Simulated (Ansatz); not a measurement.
# BaTiO3 (R3m): converging the G0W0 gap

Aim: see how the G0W0 gap of BaTiO3 (R3m) on LDA moves with empty bands and screening cutoff, and what each rung costs.

Main program and level: Ansatz 0.2.0; G0W0 on LDA, plane waves, PAW.

## Step 1: The structure

Symmetry: R3m, No. 160, trigonal system. The conventional cell has a = 5.655 Å, b = 5.655 Å, c = 6.955 Å, α = 90.00°, β = 90.00°, γ = 120.00°. Nearest to Ba lie 12 O at 2.79 to 2.89 Å. Ti has 6 O at 1.87 to 2.14 Å nearest. Nearest to O lie 2 Ti at 1.87 to 2.14 Å and 4 Ba at 2.79 to 2.89 Å. Farther neighbours and most contacts between anions are not listed.

The cell and positions come from the Crystallography Open Database and are kept as given unless a step says otherwise. Spin-orbit coupling is left out unless a step names it. The default PAW set here is soft_1. Its files were made with PBE; for other functionals the partial waves and projectors stay those of PBE.

## Step 2: 83 empty bands, screening to 69 eV

Now the one-shot GW correction: screening in the RPA, then the self-energy of the levels asked for.

input.yaml reads:

```yaml
crystal:
  lattice:
    - [2.8273666084, 1.6323808724, 2.3183934932]
    - [-2.8273666084, 1.6323808724, 2.3183934932]
    - [0.0, -3.2647617449, 2.3183934932]
  atoms:
    - { symbol: Ba, position: [0.0, 0.0, 0.0] }
    - { symbol: Ti, position: [0.4845, 0.4845, 0.4845] }
    - { symbol: O, position: [0.5086, 0.5086, 0.0175] }
    - { symbol: O, position: [0.0175, 0.5086, 0.5086] }
    - { symbol: O, position: [0.5086, 0.0175, 0.5086] }
kpoints:
  mp_grid: { grid: [4, 4, 4] }
hamiltonian:
  xc: lda
  pseudopotentials: { kind: paw, azcp: { folder: "./paw" } }
scf:
  occupations: { method: fixed }
gw:
  n_empty_bands: 83
  ecut_chi: 69
  qp_bands: [v2, c2]
  qp_kpoints: band_edges
  screening: { model: contour_deformation }
```

Started as:

```
$ ansatz run input.yaml --threads 3 --pin off --max-ram 92160MiB --backend cuda --events-out ev --progress --plain --runs-dir out --devices 1 --max-vram 13GiB
```

Numbers of over 12 decimals in the logs are rounded to 6 here.

What it wrote:

```text
Warning: <dir> the record states the generating functional pbe (its physics header spells it `PBE`), which answers neither for hamiltonian.xc's functional nor for the lda family's — results may be inconsistent (PPs are generated against a specific XC)
Warning: <dir> the record states the generating functional pbe (its physics header spells it `PBE`), which answers neither for hamiltonian.xc's functional nor for the lda family's — results may be inconsistent (PPs are generated against a specific XC)
Warning: <dir> the record states the generating functional pbe (its physics header spells it `PBE`), which answers neither for hamiltonian.xc's functional nor for the lda family's — results may be inconsistent (PPs are generated against a specific XC)
GPUs: using 1 of 1 available (devices: 1).
Engine: ansatz 0.2.0, x86_64-unknown-linux-gnu
Pseudopotentials: kind: paw
Pseudopotential: Ba, paw, valence charge 10, recommended cutoff 420 eV (normal), <dir>
Pseudopotential: Ti, paw, valence charge 12, recommended cutoff 420 eV (normal), <dir>
Pseudopotential: O, paw, valence charge 6, recommended cutoff 420 eV (normal), <dir>
Functional definition: SPW92
  exchange = slater_x
  correlation = pw_c
device memory: the entry about to start is reckoned to put 0.6 GiB on a device that reports 73.2 GiB free (of which the cap on the GPU budget leaves the run 13.0 GiB)
GPU FFT provider: cuFFT
GPU libraries: cuBLAS 13.8.2, cuFFT 12.4.0, cuSOLVER 12.3.4
Crystal: 5 atoms, lattice volume = 64.201 Å³
Basis set: ecut = 420 eV, 1237 PW (Γ)
Bands: 25, of which v1, the nominal top of the filled ones, is band 20 counted from 1 (19 counted from 0)
Symmetry: 6 space group operations
Space group: R3m (ITA 160), of the structure as read, at distance tolerance 4.0e-5 Å
k-points: 13 of 64 (time reversal used)
Non-local potential: Ba, projectors of the file, l = 0: 3, l = 1: 2, l = 2: 2, l = 3: 2
Non-local potential: Ti, projectors of the file, l = 0: 3, l = 1: 2, l = 2: 3, l = 3: 1
Non-local potential: O, projectors of the file, l = 0: 2, l = 1: 2, l = 2: 1
PAW form: soft (Blöchl's): semilocal exchange-correlation on the pseudo side does not see the compensation charge
PAW frozen core: Ba, regenerated for the run's functional, and the local potential with it (the file was generated under x = pbe(κ = 0.804, μ = 0.219515), c = pbe(β = 0.066725))
PAW frozen core: Ti, regenerated for the run's functional, and the local potential with it (the file was generated under x = pbe(κ = 0.804, μ = 0.219515), c = pbe(β = 0.066725))
PAW frozen core: O, regenerated for the run's functional, and the local potential with it (the file was generated under x = pbe(κ = 0.804, μ = 0.219515), c = pbe(β = 0.066725))
PAW one-centre angular grid: Ba, 194 points (default); XC on 64 Gauss nodes
PAW one-centre angular grid: Ti, 590 points (default); XC on 64 Gauss nodes
PAW one-centre angular grid: O, 110 points (default); XC on 64 Gauss nodes
Initial density: superposition of atomic densities (chi_scale 0.1, normalization cell, long waves kept (reshape's long-wave potential 0.00 eV rms))
Initial wavefunctions: pseudopotential atomic-orbital guess
GPU buffer pool allocated for 19683 grid points (all kernels)
GPU transforms: local potential and band sums: pruned to the plane-wave sphere, on 27×27×27
Functional: x = slater, c = lda
SCF iter   1: F=—  HF=-9905.097852 eV  |F-HF|=—  |Δ(HF+E_count)|=         —  Δρ=5.59e-2  dr2=1.95e0  ethr=3.10e-3  ⟨swp⟩=4.8  Hψ=1256  notcnv=0  defer=25
preconditioner: auto → Resta (q_TF=auto, 2.521 Å⁻¹)  ε∞=5.8  [insulator: Δε(μ)=2.556 eV  Ē_g=11.529 eV  n_scr=18 (ndim 8)  ℏωp=25.4 eV  f_vac=0.000  ε∞_Penn≈5.8]
SCF iter   2: F=—  HF=-9904.694431 eV  |F-HF|=—  |Δ(HF+E_count)|=   4.03e-1  Δρ=2.35e-2  dr2=4.91e-1  ethr=3.10e-3  ⟨swp⟩=2.5  Hψ=596  notcnv=0  defer=18
SCF iter   3: F=—  HF=-9904.624218 eV  |F-HF|=—  |Δ(HF+E_count)|=   7.02e-2  Δρ=1.78e-2  dr2=1.94e-1  ethr=1.23e-3  ⟨swp⟩=2.2  Hψ=543  notcnv=0  defer=26
SCF iter   4: F=—  HF=-9904.591466 eV  |F-HF|=—  |Δ(HF+E_count)|=   3.28e-2  Δρ=6.86e-3  dr2=3.54e-2  ethr=4.85e-4  ⟨swp⟩=2.4  Hψ=629  notcnv=0  defer=25
SCF iter   5: F=—  HF=-9904.584193 eV  |F-HF|=—  |Δ(HF+E_count)|=   7.27e-3  Δρ=1.62e-3  dr2=1.72e-3  ethr=8.84e-5  ⟨swp⟩=2.1  Hψ=458  notcnv=0  defer=36
SCF iter   6: F=—  HF=-9904.583861 eV  |F-HF|=—  |Δ(HF+E_count)|=   3.32e-4  Δρ=3.14e-4  dr2=7.01e-5  ethr=4.29e-6  ⟨swp⟩=2.2  Hψ=493  notcnv=0  defer=37
SCF iter   7: F=—  HF=-9904.583850 eV  |F-HF|=—  |Δ(HF+E_count)|=   1.10e-5  Δρ=3.17e-5  dr2=5.00e-7  ethr=1.75e-7  ⟨swp⟩=2.2  Hψ=497  notcnv=0  defer=15
SCF iter   8: F=-9904.583849 eV  HF=-9904.583849 eV  |F-HF|=7.15e-9  |Δ(HF+E_count)|=   4.76e-8  Δρ=6.16e-6  dr2=1.71e-8  ethr=2.50e-10  ⟨swp⟩=8.5  Hψ=1296  notcnv=0
SCF 1 converged in 8 iterations: F = -9904.583849 eV  dr2 = 1.71e-8
  greatest PAW one-centre occupation: 0.998 electrons in one spin orbital (limit 2), on the Ti atom at site 1 (counted from 0), in its partial waves of l = 0
device memory: the entry about to start is reckoned to put 0.7 GiB on a device that reports 73.2 GiB free (of which the cap on the GPU budget leaves the run 13.0 GiB)
NSCF: frozen V_eff on 13 k-points, pencils in batches of 32, up to order 100
[...]
device memory: the entry about to start is reckoned to put 0.3 GiB on a device that reports 67.2 GiB free (of which the cap on the GPU budget leaves the run 13.0 GiB)
NSCF: frozen V_eff on 1 k-points
device memory: the entry about to start is reckoned to put 0.3 GiB on a device that reports 67.2 GiB free (of which the cap on the GPU budget leaves the run 13.0 GiB)
NSCF: frozen V_eff on 1 k-points
SCF converged after 8 iterations
Free energy (F): -9904.583849 eV
Harris-Foulkes:  -9904.583849 eV  (|F-HF|=7.15e-9)
Internal energy: -9904.583849 eV  (E = F + TS)
E sigma→0 (E₀):  -9904.583849 eV
Fermi energy:    9.818031 eV
--- Per-component energies (eV) ---
  E_band       = -151.076828
  E_kinetic    = 942.908697
  E_local      = -2203.235027  (includes V_loc(G=0)·N_el)
  E_nonlocal   = 320.908708
  E_hartree    = 842.706114
  E_xc         = -526.072883
  E_vxc        = -549.301188  (∫ρ·V_xc dr)
  E_paw        = -6473.487251  (= ΣΔE_a)
  E_vpaw       = -347.775393  (= ΣTr[D̂ρ^β])
  E_aug_tail   = 0.002241  (compensation charges beyond the density's cutoff)
  E_ewald      = -2809.213684
  E_core_change = 0.899235  (= ΣΔE_core)
  E_smearing   = -0.000000  (= −TS)
  E_closure    = -0.000000  (closes the sum)
  Σ components = -9904.583849   (vs F -9904.583849, Δ=0.00e0)
--- Band table (eV; the first three rows and the last of 13) ---
  k-point 0: bands = [... 16 lower, 8.7190, 9.3230, 9.4671, 9.4671, 12.1724, 12.1724, 12.3276, 14.3943, ... 1 higher]
  k-point 1: bands = [... 16 lower, 8.3858, 8.6098, 9.1870, 9.2337, 12.2621, 12.8858, 12.9677, 14.3854, ... 1 higher]
  k-point 2: bands = [... 16 lower, 8.1369, 8.1936, 8.8900, 9.0296, 12.3296, 13.6160, 13.7113, 14.3554, ... 1 higher]
  k-point 12: bands = [... 16 lower, 7.5310, 9.8031, 9.8031, 9.8180, 14.1730, 14.3218, 14.3218, 16.4735, ... 1 higher]
--- G₀W₀: contour deformation, 6 samples at zero and on the imaginary axis and 1 off it, 64 q-points, 83 empty bands' worth ---
  eigenvalues of the whole cell's RPA ε∞ on this k-mesh (on a slab, of 1 + 4πα/V) = 5.4612, 5.9466, 5.9466; static W/v taken at q = 0 is 0.173035
  gw.qp_kpoints: band_edges: 9 of 13 stored k-points solved, in 1 pass; an edge of the gap read off the rows below is read off those points alone
    valence top: of the k-points left out ik 8 came nearest to being solved in a further pass, in band 20 (counted from 1, as in the quasiparticle table): it holds the edge there only if its correction is more favourable than any solved in that band by at least 0.431 eV; those differ by 0.120 eV
    conduction bottom: of the k-points left out ik 9 came nearest to being solved in a further pass, in band 21 (counted from 1, as in the quasiparticle table): it holds the edge there only if its correction is more favourable than any solved in that band by at least 0.976 eV; those differ by 0.075 eV
  `?` marks the rows in doubt; gw_qp.tsv's column doubts and the gw_qp event give each row's grounds
    ik  band        ε_KS         Σx   Σc(E_QP)       V_xc       Z   E_QP_lin       E_QP  E_QP is
     0    19      9.4671   -25.7743     4.4788   -21.4345  0.7374     9.6057     9.6061  root
     0    20      9.4671   -25.7743     4.4788   -21.4345  0.7374     9.6057     9.6061  root
     0    21     12.1724   -13.0308    -5.7667   -20.6661  0.7476    14.1110    14.0411  root
     0    22     12.1724   -13.0308    -5.7667   -20.6661  0.7476    14.1110    14.0411  root
     1    19      9.1870   -25.2030     4.3483   -20.9786  0.7352     9.3106     9.3109  root
     1    20      9.2337   -25.7688     4.6085   -21.2661  0.7350     9.3394     9.3396  root
     1    21     12.2621   -13.2466    -5.8158   -20.9404  0.7450    14.2130    14.1400  root
     1    22     12.8858   -13.9882    -6.0632   -21.9528  0.7311    14.8743    14.7873  root
     2    19      8.8900   -25.3107     4.4914   -20.9101  0.7324     8.9806     8.9808  root
     2    20      9.0296   -25.8908     4.7779   -21.1806  0.7333     9.0973     9.0974  root
     2    21     12.3296   -13.3375    -5.9743   -21.2203  0.7420    14.3170    14.2381  root
     2    22     13.6160   -14.6499    -6.5824   -23.1566  0.7100    15.6569    15.5402  root ?
     3    19      8.9276   -25.2422     4.5458   -20.7705  0.7337     9.0017     9.0018  root
     3    20      9.3435   -25.4470     4.7838   -20.6983  0.7312     9.3787     9.3787  root
     3    21     12.8824   -13.8329    -6.1782   -21.9255  0.7316    14.8857    14.7968  root
     3    22     13.0174   -14.2158    -6.1325   -22.2676  0.7269    15.0295    14.9366  root
     4    19      8.8369   -25.1244     4.7958   -20.3348  0.7286     8.8430     8.8430  root
     4    20      9.3412   -25.1588     4.8341   -20.3436  0.7283     9.3601     9.3601  root
     4    21     12.9734   -14.0483    -6.2311   -22.2101  0.7282    14.9976    14.9041  root
     4    22     13.6608   -14.5008    -6.7170   -23.1500  0.7091    15.7128    15.5930  root ?
     5    19      8.9599   -25.2945     4.5845   -20.7775  0.7338     9.0273     9.0274  root
     5    20      9.3648   -25.3922     4.7507   -20.6872  0.7309     9.4105     9.4106  root
     5    21     12.8005   -13.7918    -6.1052   -21.8109  0.7341    14.8006    14.7145  root
     5    22     13.0363   -14.0184    -6.2290   -22.1624  0.7269    15.0450    14.9514  root
     6    19      9.0102   -25.1679     4.8398   -20.3032  0.7293     8.9852     8.9853  root
     6    20      9.7643   -25.6338     4.9215   -20.7625  0.7304     9.8144     9.8144  root
     6    21     13.7011   -14.7185    -6.6881   -23.3501  0.7077    15.7674    15.6447  root ?
     6    22     13.7022   -14.6732    -6.7206   -23.3240  0.7069    15.7543    15.6325  root ?
    10    19      9.3223   -25.1852     4.8965   -20.2945  0.7283     9.3281     9.3281  root
    10    20      9.7870   -25.6907     4.9242   -20.8254  0.7305     9.8458     9.8459  root
    10    21     13.8857   -14.6301    -6.8754   -23.4345  0.7034    15.9424    15.8146  root ?
    10    22     13.9857   -14.6937    -6.9044   -23.5353  0.7015    16.0551    15.9228  root ?
    12    19      9.8031   -25.7385     4.9236   -20.8824  0.7306     9.8706     9.8707  root
    12    20      9.8180   -25.7631     4.9347   -20.8952  0.7306     9.8847     9.8848  root
    12    21     14.1730   -14.6101    -7.1899   -23.7242  0.6943    16.2400    16.0973  root ?
    12    22     14.3218   -14.7070    -7.2770   -23.9194  0.6909    16.4065    16.2572  root ?
```

Elapsed: 20 s, on 1 × NVIDIA H100 80GB HBM3 (shared by 6 runs) with 3 threads of AMD EPYC 7R13 (Zen 3), shared host; peak memory 1.1 GiB; 7.4 s of CPU time.

Reading the cycles: dr2 is the Hartree energy of the density residual (eV), the measure of convergence; HF is the Harris–Foulkes estimate of the energy, which meets the free energy F at convergence.

This step gave:

* bands summed: 103
* RPA ε∞ on this mesh (eigenvalues): 5.461, 5.947, 5.947
* plane waves in the screening matrix: 81
* q-points in the mesh: 64
* G0W0 gap on the mesh: 4.156 eV
* k of the valence top: -0.5, -0.5, -0.5
* k of the conduction bottom: 0, 0, 0
* starting gap on the mesh: 2.354 eV
* Z at the valence top: 0.7306
* Z at the conduction bottom: 0.7476
* least direct G0W0 gap on the computed points: 4.435 eV

The gap on the mesh goes from 2.35 eV to 4.16 eV, a correction of +1.80 eV. Between the two edge states, bare exchange in place of the xc potential would open the gap by 12.50 eV, and correlation takes back 10.70 eV.

## Step 3: 236 empty bands, screening to 138 eV

Another rung: the empty bands reach about as high as the screening cutoff, so the two stay in balance.

Changes to input.yaml since step 2:

```diff
@@ -19,4 +19,4 @@
 gw:
-  n_empty_bands: 83
-  ecut_chi: 69
+  n_empty_bands: 236
+  ecut_chi: 138
   qp_bands: [v2, c2]
```

What it wrote:

```text
[...]
GPUs: using 1 of 1 available (devices: 1).
[...]
GPU FFT provider: cuFFT
GPU libraries: cuBLAS 13.8.2, cuFFT 12.4.0, cuSOLVER 12.3.4
Crystal: 5 atoms, lattice volume = 64.201 Å³
Basis set: ecut = 420 eV, 1237 PW (Γ)
Bands: 25, of which v1, the nominal top of the filled ones, is band 20 counted from 1 (19 counted from 0)
Symmetry: 6 space group operations
[...]
k-points: 13 of 64 (time reversal used)
[...]
GPU buffer pool allocated for 19683 grid points (all kernels)
[...]
SCF iter   1: F=—  HF=-9905.097852 eV  |F-HF|=—  |Δ(HF+E_count)|=         —  Δρ=5.59e-2  dr2=1.95e0  ethr=3.10e-3  ⟨swp⟩=4.8  Hψ=1256  notcnv=0  defer=25
[...]
SCF iter   8: F=-9904.583849 eV  HF=-9904.583849 eV  |F-HF|=7.15e-9  |Δ(HF+E_count)|=   4.76e-8  Δρ=6.16e-6  dr2=1.71e-8  ethr=2.50e-10  ⟨swp⟩=8.5  Hψ=1296  notcnv=0
SCF 1 converged in 8 iterations: F = -9904.583849 eV  dr2 = 1.71e-8
[...]
NSCF: frozen V_eff on 13 k-points, pencils in batches of 32, up to order 100
[...]
NSCF: frozen V_eff on 13 k-points
G₀W₀ screening: q 1/13
[... further progress lines ...]
[...]
SCF converged after 8 iterations
Free energy (F): -9904.583849 eV
[...]
Internal energy: -9904.583849 eV  (E = F + TS)
E sigma→0 (E₀):  -9904.583849 eV
Fermi energy:    9.818031 eV
[...]
--- Band table (eV; the first three rows and the last of 13) ---
  k-point 0: bands = [... 16 lower, 8.7190, 9.3230, 9.4671, 9.4671, 12.1724, 12.1724, 12.3276, 14.3943, ... 1 higher]
  k-point 1: bands = [... 16 lower, 8.3858, 8.6098, 9.1870, 9.2337, 12.2621, 12.8858, 12.9677, 14.3854, ... 1 higher]
  k-point 2: bands = [... 16 lower, 8.1369, 8.1936, 8.8900, 9.0296, 12.3296, 13.6160, 13.7113, 14.3554, ... 1 higher]
  k-point 12: bands = [... 16 lower, 7.5310, 9.8031, 9.8031, 9.8180, 14.1730, 14.3218, 14.3218, 16.4735, ... 1 higher]
[...]
bands read: the sum over 256 bands ends inside a degenerate multiplet in 1 slot, whose members it reads at an even weight; the widest, k=12: bands 256 to 257 (counted from 1) at 1/2 each
[...]
0    19      9.4671   -25.7743     4.1227   -21.4345  0.7306     9.2492     9.2500  root
     0    20      9.4671   -25.7743     4.1227   -21.4345  0.7306     9.2492     9.2500  root
     0    21     12.1724   -13.0308    -6.1556   -20.6661  0.7425    13.6927    13.6521  root
     0    22     12.1724   -13.0308    -6.1556   -20.6661  0.7425    13.6927    13.6521  root
     1    19      9.1870   -25.2030     4.0065   -20.9786  0.7285     8.9682     8.9691  root
     1    20      9.2337   -25.7688     4.2611   -21.2661  0.7285     8.9911     8.9922  root
     1    21     12.2621   -13.2466    -6.2079   -20.9404  0.7398    13.7901    13.7479  root
     1    22     12.8858   -13.9882    -6.4670   -21.9528  0.7251    14.4339    14.3835  root
[...]
12    19      9.8031   -25.7385     4.5981   -20.8824  0.7229     9.5440     9.5452  root
    12    20      9.8180   -25.7631     4.6091   -20.8952  0.7229     9.5580     9.5592  root
    12    21     14.1730   -14.6101    -7.6046   -23.7242  0.6871    15.7637    15.6824  root
    12    22     14.3218   -14.7070    -7.6951   -23.9194  0.6838    15.9230    15.8391  root
```

Wall time 23 s (1 × NVIDIA H100 80GB HBM3 (shared by 6 runs) with 3 threads); peak memory 1.2 GiB; 13 s of CPU time.

This step gave:

- bands summed: 256
- RPA ε∞ on this mesh (eigenvalues): 5.390, 5.860, 5.860
- plane waves in the screening matrix: 251
- q-points in the mesh: 64
- G0W0 gap on the mesh: 4.093 eV
- k of the valence top: -0.5, -0.5, -0.5
- k of the conduction bottom: 0, 0, 0
- starting gap on the mesh: 2.354 eV
- Z at the valence top: 0.7229
- Z at the conduction bottom: 0.7425
- least direct G0W0 gap on the computed points: 4.402 eV

Against the run with 4×4×4 mesh, 83 empty bands, screening to 69 eV, the gap moves by −0.06 eV.

## Step 4: 508 empty bands, screening to 230 eV

Changes to input.yaml since step 3:

```diff
@@ -19,4 +19,4 @@
 gw:
-  n_empty_bands: 236
-  ecut_chi: 138
+  n_empty_bands: 508
+  ecut_chi: 230.0
   qp_bands: [v2, c2]
```

What it wrote:

```text
[...]
GPUs: using 1 of 1 available (devices: 1).
[...]
GPU FFT provider: cuFFT
GPU libraries: cuBLAS 13.8.2, cuFFT 12.4.0, cuSOLVER 12.3.4
Crystal: 5 atoms, lattice volume = 64.201 Å³
Basis set: ecut = 420 eV, 1237 PW (Γ)
Bands: 25, of which v1, the nominal top of the filled ones, is band 20 counted from 1 (19 counted from 0)
Symmetry: 6 space group operations
[...]
1    22     12.8858   -13.9882    -6.6453   -21.9528  0.7220    14.2429    14.2052  root
[...]
12    19      9.8031   -25.7385     4.3893   -20.8824  0.7186     9.3323     9.3364  root
    12    20      9.8180   -25.7631     4.3998   -20.8952  0.7186     9.3457     9.3498  root
    12    21     14.1730   -14.6101    -7.7928   -23.7242  0.6833    15.5546    15.4942  root
    12    22     14.3218   -14.7070    -7.8861   -23.9194  0.6800    15.7108    15.6481  root
[key lines of the parts left out:]
SCF converged after 8 iterations
Free energy (F): -9904.583849 eV
Fermi energy:    9.818031 eV
```

Run time: 32 s. Hardware: 1 × NVIDIA H100 80GB HBM3 (shared by 6 runs) with 3 threads; peak memory 1.7 GiB.

Numbers from this step:

| Property | Result |
| --- | --- |
| bands summed | 528 |
| RPA ε∞ on this mesh (eigenvalues) | 5.378, 5.846, 5.846 |
| plane waves in the screening matrix | 485 |
| G0W0 gap on the mesh | 4.139 eV |
| k of the valence top | -0.5, -0.5, -0.5 |
| k of the conduction bottom | 0, 0, 0 |
| starting gap on the mesh | 2.354 eV |
| least direct G0W0 gap on the computed points | 4.458 eV |

Against the run with 4×4×4 mesh, 236 empty bands, screening to 138 eV, the gap moves by +0.05 eV.

(Continued in part 2 of 2.)

[Paths, hosts, dates, memory and timing lines, banners, echoed tables and standing remarks are left out of the program output.]

[Logs are printed without paths, hosts, clocks, repeated set-up lines and the standing remarks that a program may print on its own settings, such as how far it seeks lower states.]

[Runs of the session that timed out or met a known fault of the program may be left out.]

[Cells called generated may have been cut or substituted from an entry of the Crystallography Open Database or the Materials Project.]

[Hosts, paths, dates, database ids (printed as entryN), source tags and the programs' standing remarks are cut or masked in the printed files.]
